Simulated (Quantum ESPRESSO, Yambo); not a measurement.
An input for Quantum ESPRESSO 7.5 (PtS2 (1T monolayer)):

```
&control
  calculation = 'nscf'
  prefix = 'x'
  outdir = 'o'
  pseudo_dir = 'pseudo'
/
&system
  ibrav = 0
  nat = 3
  ntyp = 2
  ecutwfc = 76.0
  nbnd = 146
  force_symmorphic = .true.
/
&electrons
  conv_thr = 1e-9
  electron_maxstep = 80
  diago_full_acc = .true.
  diago_thr_init = 5e-6
/
ATOMIC_SPECIES
  Pt 195.08 Pt.upf
  S 32.06 S.upf
CELL_PARAMETERS angstrom
  3.5735303220 0.0000000000 0.0000000000
  -1.7867651610 3.0947680400 0.0000000000
  0.0000000000 0.0000000000 15.0000000000
ATOMIC_POSITIONS crystal
  Pt 0.0000000000 0.0000000000 0.5000000000
  S 0.3333333333 0.6666666667 0.5818569338
  S 0.6666666667 0.3333333333 0.4181430662
K_POINTS automatic
  6 6 1 0 0 0
```

```sh
OMP_NUM_THREADS=1 mpirun -n 4 pw.x -nk 4 -in pw.in > pw.out
```

Q: Estimate wall time and host memory on 4 MPI ranks of Arm Neoverse V1, shared host.

It took 43 s; on shared hardware allow 22 s to 87 s. Peak host memory was 0.92 GiB.

[Paths, hosts, dates, memory and timing lines, banners, echoed tables and standing remarks are left out of the program output.]

[Logs are printed without paths, hosts, clocks, repeated set-up lines and the standing remarks that a program may print on its own settings, such as how far it seeks lower states.]

[Runs of the session that timed out or met a known fault of the program may be left out.]

[Hosts, paths, dates, database ids (printed as entryN), source tags and the programs' standing remarks are cut or masked in the printed files.]
